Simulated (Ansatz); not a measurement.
## Moving the knobs of a GW run on BaTiO3 (R3m)

Aim: change settings of a G0W0 run on BaTiO3 (R3m) and see what moves.

Main program and level: Ansatz 0.2.0; G0W0 on LDA, plane waves, PAW; PAW set soft_1.

**1. The starting structure**

It takes space group R3m (No. 160, trigonal). Conventional cell: a = 5.655 Å, b = 5.655 Å, c = 6.955 Å, α = 90.00°, β = 90.00°, γ = 120.00°. Ba has 12 O at 2.79 to 2.89 Å nearest. Ti has 6 O at 1.87 to 2.14 Å nearest. Nearest to O lie 2 Ti at 1.87 to 2.14 Å and 4 Ba at 2.79 to 2.89 Å. Farther neighbours and most contacts between anions are not listed.

The cell and positions come from the Crystallography Open Database and are kept as given unless a step says otherwise. Spin-orbit coupling is left out unless a step names it.

**2. The base run: 4×4×4 mesh, 145 empty bands, screening to 100 eV, PAW set soft_1 files**

Now the one-shot GW correction: screening in the RPA, then the self-energy of the levels asked for. This step takes PAW set soft_1 files.

Contents of input.yaml:

```yaml
crystal:
  lattice:
    - [2.8273666084, 1.6323808724, 2.3183934932]
    - [-2.8273666084, 1.6323808724, 2.3183934932]
    - [0.0, -3.2647617449, 2.3183934932]
  atoms:
    - { symbol: Ba, position: [0.0, 0.0, 0.0] }
    - { symbol: Ti, position: [0.4845, 0.4845, 0.4845] }
    - { symbol: O, position: [0.5086, 0.5086, 0.0175] }
    - { symbol: O, position: [0.0175, 0.5086, 0.5086] }
    - { symbol: O, position: [0.5086, 0.0175, 0.5086] }
kpoints:
  mp_grid: { grid: [4, 4, 4] }
hamiltonian:
  xc: lda
  pseudopotentials: { kind: paw, azcp: { folder: soft_1 }, xc_functional: pbe }
scf:
  occupations: { method: fixed }
gw:
  n_empty_bands: 145
  ecut_chi: 100
  qp_bands: [v2, c2]
  qp_kpoints: band_edges
  screening: { model: contour_deformation }
```

Launch:

```console
ansatz run input.yaml --threads 3 --pin off --max-ram 92160MiB --backend cuda --events-out ev --progress --plain --runs-dir out --devices 1 --max-vram 13GiB
```

Numbers of over 12 decimals in the logs are rounded to 6 here.

Output:

```text
GPUs: using 1 of 1 available (devices: 1).
Engine: ansatz 0.2.0, x86_64-unknown-linux-gnu
Pseudopotentials: kind: paw
Pseudopotential: Ba, paw, valence charge 10, recommended cutoff 420 eV (normal), soft_1/Ba.paw.azcp
Pseudopotential: Ti, paw, valence charge 12, recommended cutoff 420 eV (normal), soft_1/Ti.paw.azcp
Pseudopotential: O, paw, valence charge 6, recommended cutoff 420 eV (normal), soft_1/O.paw.azcp
Functional definition: SPW92
  exchange = slater_x
  correlation = pw_c
device memory: the entry about to start is reckoned to put 0.6 GiB on a device that reports 49.2 GiB free (of which the cap on the GPU budget leaves the run 13.0 GiB)
GPU FFT provider: cuFFT
GPU libraries: cuBLAS 13.8.2, cuFFT 12.4.0, cuSOLVER 12.3.4
Crystal: 5 atoms, lattice volume = 64.201 Å³
Basis set: ecut = 420 eV, 1237 PW (Γ)
Bands: 25, of which v1, the nominal top of the filled ones, is band 20 counted from 1 (19 counted from 0)
Symmetry: 6 space group operations
Space group: R3m (ITA 160), of the structure as read, at distance tolerance 4.0e-5 Å
k-points: 13 of 64 (time reversal used)
Non-local potential: Ba, projectors of the file, l = 0: 3, l = 1: 2, l = 2: 2, l = 3: 2
Non-local potential: Ti, projectors of the file, l = 0: 3, l = 1: 2, l = 2: 3, l = 3: 1
Non-local potential: O, projectors of the file, l = 0: 2, l = 1: 2, l = 2: 1
PAW form: soft (Blöchl's): semilocal exchange-correlation on the pseudo side does not see the compensation charge
PAW frozen core: Ba, regenerated for the run's functional, and the local potential with it (the file was generated under x = pbe(κ = 0.804, μ = 0.219515), c = pbe(β = 0.066725))
PAW frozen core: Ti, regenerated for the run's functional, and the local potential with it (the file was generated under x = pbe(κ = 0.804, μ = 0.219515), c = pbe(β = 0.066725))
PAW frozen core: O, regenerated for the run's functional, and the local potential with it (the file was generated under x = pbe(κ = 0.804, μ = 0.219515), c = pbe(β = 0.066725))
PAW one-centre angular grid: Ba, 194 points (default); XC on 64 Gauss nodes
PAW one-centre angular grid: Ti, 590 points (default); XC on 64 Gauss nodes
PAW one-centre angular grid: O, 110 points (default); XC on 64 Gauss nodes
Initial density: superposition of atomic densities (chi_scale 0.1, normalization cell, long waves kept (reshape's long-wave potential 0.00 eV rms))
Initial wavefunctions: pseudopotential atomic-orbital guess
GPU buffer pool allocated for 19683 grid points (all kernels)
GPU transforms: local potential and band sums: pruned to the plane-wave sphere, on 27×27×27
Functional: x = slater, c = lda
SCF iter   1: F=—  HF=-9905.097852 eV  |F-HF|=—  |Δ(HF+E_count)|=         —  Δρ=5.59e-2  dr2=1.95e0  ethr=3.10e-3  ⟨swp⟩=4.8  Hψ=1256  notcnv=0  defer=25
[...]
E_aug_tail   = 0.002241  (compensation charges beyond the density's cutoff)
  E_ewald      = -2809.213684
  E_core_change = 0.899235  (= ΣΔE_core)
  E_smearing   = -0.000000  (= −TS)
  E_closure    = -0.000000  (closes the sum)
  Σ components = -9904.583849   (vs F -9904.583849, Δ=0.00e0)
--- Band table (eV; the first three rows and the last of 13) ---
  k-point 0: bands = [... 16 lower, 8.7190, 9.3230, 9.4671, 9.4671, 12.1724, 12.1724, 12.3276, 14.3943, ... 1 higher]
  k-point 1: bands = [... 16 lower, 8.3858, 8.6098, 9.1870, 9.2337, 12.2621, 12.8858, 12.9677, 14.3854, ... 1 higher]
  k-point 2: bands = [... 16 lower, 8.1369, 8.1936, 8.8900, 9.0296, 12.3296, 13.6160, 13.7113, 14.3554, ... 1 higher]
  k-point 12: bands = [... 16 lower, 7.5310, 9.8031, 9.8031, 9.8180, 14.1730, 14.3218, 14.3218, 16.4735, ... 1 higher]
--- G₀W₀: contour deformation, 6 samples at zero and on the imaginary axis and 1 off it, 64 q-points, 145 empty bands' worth ---
  eigenvalues of the whole cell's RPA ε∞ on this k-mesh (on a slab, of 1 + 4πα/V) = 5.4363, 5.9182, 5.9182; static W/v taken at q = 0 is 0.173852
  gw.qp_kpoints: band_edges: 9 of 13 stored k-points solved, in 1 pass; an edge of the gap read off the rows below is read off those points alone
    valence top: of the k-points left out ik 8 came nearest to being solved in a further pass, in band 20 (counted from 1, as in the quasiparticle table): it holds the edge there only if its correction is more favourable than any solved in that band by at least 0.452 eV; those differ by 0.091 eV
    conduction bottom: of the k-points left out ik 9 came nearest to being solved in a further pass, in band 21 (counted from 1, as in the quasiparticle table): it holds the edge there only if its correction is more favourable than any solved in that band by at least 0.976 eV; those differ by 0.065 eV
  `?` marks the rows in doubt; gw_qp.tsv's column doubts and the gw_qp event give each row's grounds
    ik  band        ε_KS         Σx   Σc(E_QP)       V_xc       Z   E_QP_lin       E_QP  E_QP is
     0    19      9.4671   -25.7743     4.2889   -21.4345  0.7338     9.4161     9.4162  root
     0    20      9.4671   -25.7743     4.2889   -21.4345  0.7338     9.4161     9.4162  root
     0    21     12.1724   -13.0308    -5.9995   -20.6661  0.7446    13.8591    13.8082  root
     0    22     12.1724   -13.0308    -5.9995   -20.6661  0.7446    13.8591    13.8082  root
     1    19      9.1870   -25.2030     4.1655   -20.9786  0.7318     9.1280     9.1281  root
     1    20      9.2337   -25.7688     4.4238   -21.2661  0.7317     9.1547     9.1548  root
     1    21     12.2621   -13.2466    -6.0494   -20.9404  0.7420    13.9594    13.9064  root
     1    22     12.8858   -13.9882    -6.3004   -21.9528  0.7277    14.6141    14.5500  root
[...]
10    21     13.8857   -14.6301    -7.1158   -23.4345  0.6996    15.6678    15.5742  root
    10    22     13.9857   -14.6937    -7.1477   -23.5353  0.6976    15.7765    15.6795  root
    12    19      9.8031   -25.7385     4.7551   -20.8824  0.7263     9.7020     9.7023  root
    12    20      9.8180   -25.7631     4.7655   -20.8952  0.7264     9.7155     9.7157  root
    12    21     14.1730   -14.6101    -7.4276   -23.7242  0.6904    15.9628    15.8595  root ?
    12    22     14.3218   -14.7070    -7.5189   -23.9194  0.6870    16.1241    16.0153  root ?
[key lines of the parts left out:]
SCF converged after 8 iterations
Free energy (F): -9904.583849 eV
Fermi energy:    9.818031 eV
```

Run time: 15 s. Hardware: 1 × NVIDIA H100 80GB HBM3 (shared by 6 runs) with 3 threads of AMD EPYC 7R13 (Zen 3), shared host; peak memory 1.1 GiB.

Numbers from this step:

| Quantity | Value |
| --- | --- |
| bands summed | 165 |
| RPA ε∞ on this mesh (eigenvalues) | 5.436, 5.918, 5.918 |
| plane waves in the screening matrix | 147 |
| q-points in the mesh | 64 |
| G0W0 gap on the mesh | 4.093 eV |
| k of the valence top | -0.5, -0.5, -0.5 |
| k of the conduction bottom | 0, 0, 0 |
| starting gap on the mesh | 2.354 eV |
| Z at the valence top | 0.7264 |
| Z at the conduction bottom | 0.7446 |
| least direct G0W0 gap on the computed points | 4.392 eV |

The gap on the mesh goes from 2.35 eV to 4.09 eV, a correction of +1.74 eV. Between the two edge states, bare exchange in place of the xc potential would open the gap by 12.50 eV, and correlation takes back 10.77 eV.

**3. Variant: all filled levels at the zone centre**

input.yaml, as its differences from that of step 2:

```diff
@@ -21,4 +21,4 @@
   ecut_chi: 100
-  qp_bands: [v2, c2]
-  qp_kpoints: band_edges
+  qp_bands: [lowest, c2]
+  qp_kpoints: [[0, 0, 0]]
   screening: { model: contour_deformation }
```

Output:

```text
GPUs: using 1 of 1 available (devices: 1).
[...]
GPU FFT provider: cuFFT
GPU libraries: cuBLAS 13.8.2, cuFFT 12.4.0, cuSOLVER 12.3.4
Crystal: 5 atoms, lattice volume = 64.201 Å³
Basis set: ecut = 420 eV, 1237 PW (Γ)
Bands: 25, of which v1, the nominal top of the filled ones, is band 20 counted from 1 (19 counted from 0)
Symmetry: 6 space group operations
[...]
k-points: 13 of 64 (time reversal used)
[...]
GPU buffer pool allocated for 19683 grid points (all kernels)
[...]
SCF iter   1: F=—  HF=-9905.097852 eV  |F-HF|=—  |Δ(HF+E_count)|=         —  Δρ=5.59e-2  dr2=1.95e0  ethr=3.10e-3  ⟨swp⟩=4.8  Hψ=1256  notcnv=0  defer=25
[...]
SCF iter   8: F=-9904.583849 eV  HF=-9904.583849 eV  |F-HF|=7.15e-9  |Δ(HF+E_count)|=   4.76e-8  Δρ=6.16e-6  dr2=1.71e-8  ethr=2.50e-10  ⟨swp⟩=8.5  Hψ=1296  notcnv=0
SCF 1 converged in 8 iterations: F = -9904.583849 eV  dr2 = 1.71e-8
[...]
NSCF: frozen V_eff on 13 k-points, pencils in batches of 32, up to order 100
[...]
NSCF: frozen V_eff on 13 k-points
G₀W₀ screening: q 1/13
[... further progress lines ...]
[...]
SCF converged after 8 iterations
Free energy (F): -9904.583849 eV
[...]
Internal energy: -9904.583849 eV  (E = F + TS)
E sigma→0 (E₀):  -9904.583849 eV
Fermi energy:    9.818031 eV
[...]
--- Band table (eV; the first three rows and the last of 13) ---
  k-point 0: bands = [... 16 lower, 8.7190, 9.3230, 9.4671, 9.4671, 12.1724, 12.1724, 12.3276, 14.3943, ... 1 higher]
  k-point 1: bands = [... 16 lower, 8.3858, 8.6098, 9.1870, 9.2337, 12.2621, 12.8858, 12.9677, 14.3854, ... 1 higher]
  k-point 2: bands = [... 16 lower, 8.1369, 8.1936, 8.8900, 9.0296, 12.3296, 13.6160, 13.7113, 14.3554, ... 1 higher]
  k-point 12: bands = [... 16 lower, 7.5310, 9.8031, 9.8031, 9.8180, 14.1730, 14.3218, 14.3218, 16.4735, ... 1 higher]
[...]
0     1    -45.7622   -47.7266    15.5780   -30.7399  0.5874   -47.2304   -47.1709  root ?
     0     2    -22.3568   -39.2388     9.6791   -28.7338  0.6276   -23.2020   -23.1827  root
     0     3    -22.3568   -39.2388     9.6791   -28.7338  0.6276   -23.2020   -23.1827  root
     0     4    -22.3465   -39.2010     9.6637   -28.7483  0.6313   -23.1538   -23.1354  root
     0     5    -14.7526   -30.9037     8.5713   -21.7871  0.7214   -15.3112   -15.2979  root
     0     6     -6.6583   -32.7045    10.4484   -21.2573  0.6290    -7.6959    -7.6571  root
     0     7     -5.9628   -33.2024    10.3579   -21.7299  0.6578    -7.0961    -7.0774  root
     0     8     -5.9628   -33.2024    10.3579   -21.7299  0.6578    -7.0961    -7.0774  root
     0     9      0.0936   -23.6321     4.0776   -18.4836  0.7762    -1.0111    -0.9773  root
[...]
0    19      9.4671   -25.7743     4.2889   -21.4345  0.7338     9.4161     9.4162  root
     0    20      9.4671   -25.7743     4.2889   -21.4345  0.7338     9.4161     9.4162  root
     0    21     12.1724   -13.0308    -5.9995   -20.6661  0.7446    13.8591    13.8082  root
     0    22     12.1724   -13.0308    -5.9995   -20.6661  0.7446    13.8591    13.8082  root
```

It took 15 s on 1 × NVIDIA H100 80GB HBM3 (shared by 6 runs) with 3 threads; peak memory 1.1 GiB; 19 s of CPU time.

Absolute levels on the run's own zero. QP, by row:

```csv
k index,band,KS (eV),Sigma_x (eV),Sigma_c (eV),Vxc (eV),Z,QP linearised (eV),QP (eV),source,doubts
0,1,-45.76,-47.73,15.58,-30.74,0.5874,-47.23,-47.17,root,z_under_floor
0,2,-22.36,-39.24,9.679,-28.73,0.6276,-23.2,-23.18,root,
0,3,-22.36,-39.24,9.679,-28.73,0.6276,-23.2,-23.18,root,
0,4,-22.35,-39.2,9.664,-28.75,0.6313,-23.15,-23.14,root,
0,5,-14.75,-30.9,8.571,-21.79,0.7214,-15.31,-15.3,root,
0,6,-6.658,-32.7,10.45,-21.26,0.629,-7.696,-7.657,root,
0,7,-5.963,-33.2,10.36,-21.73,0.6578,-7.096,-7.077,root,
0,8,-5.963,-33.2,10.36,-21.73,0.6578,-7.096,-7.077,root,
0,9,0.0936,-23.63,4.078,-18.48,0.7762,-1.011,-0.9773,root,
0,10,0.0936,-23.63,4.078,-18.48,0.7762,-1.011,-0.9773,root,
0,11,0.097,-23.63,4.066,-18.5,0.7746,-1.005,-0.9742,root,
0,12,7.634,-25.39,4.892,-20.23,0.7179,7.364,7.366,root,
0,13,7.634,-25.39,4.892,-20.23,0.7179,7.364,7.366,root,
0,14,7.634,-25.35,4.873,-20.2,0.7187,7.364,7.366,root,
0,15,8.481,-24.39,4.656,-19.57,0.7107,8.322,8.322,root,
0,16,8.481,-24.39,4.656,-19.57,0.7107,8.322,8.322,root,
0,17,8.719,-24.63,4.833,-19.61,0.7153,8.53,8.531,root,
0,18,9.323,-25.01,3.938,-21.05,0.7324,9.297,9.297,root,
0,19,9.467,-25.77,4.289,-21.43,0.7338,9.416,9.416,root,
0,20,9.467,-25.77,4.289,-21.43,0.7338,9.416,9.416,root,
0,21,12.17,-13.03,-6,-20.67,0.7446,13.86,13.81,root,
0,22,12.17,-13.03,-6,-20.67,0.7446,13.86,13.81,root,
```

Against the base:

```csv
setting,base,variant
levels asked,v2 to c2,lowest to c2
points asked,band edges,"[[0, 0, 0]]"
```

**4. What came out**

| Item | Value |
| --- | --- |
| base | 4.09 eV, 15 s |
| all filled levels at the zone centre | direct gap at the listed points 4.39 eV, 15 s |

What this shows: All filled levels at the zone centre: only the listed points were computed; the least direct gap there is 4.39 eV, with levels asked and points asked changed against the base. All runs here use a coarse mesh and modest cutoffs; they test settings and are not final values. The 4×4×4 mesh is coarse for this cell (its supercell is 16 Å along the shortest edge). The RPA ε∞ on it, from the LDA start, is 5.44 and 5.92; such meshes misread the long-range screening, most where the gap is narrow. The many-body steps are scalar-relativistic: spin-orbit coupling is not in them.

[Paths, hosts, dates, memory and timing lines, banners, echoed tables and standing remarks are left out of the program output.]

[Logs are printed without paths, hosts, clocks, repeated set-up lines and the standing remarks that a program may print on its own settings, such as how far it seeks lower states.]

[Runs of the session that timed out or met a known fault of the program may be left out.]

[Cells called generated may have been cut or substituted from an entry of the Crystallography Open Database or the Materials Project.]

[Hosts, paths, dates, database ids (printed as entryN), source tags and the programs' standing remarks are cut or masked in the printed files.]
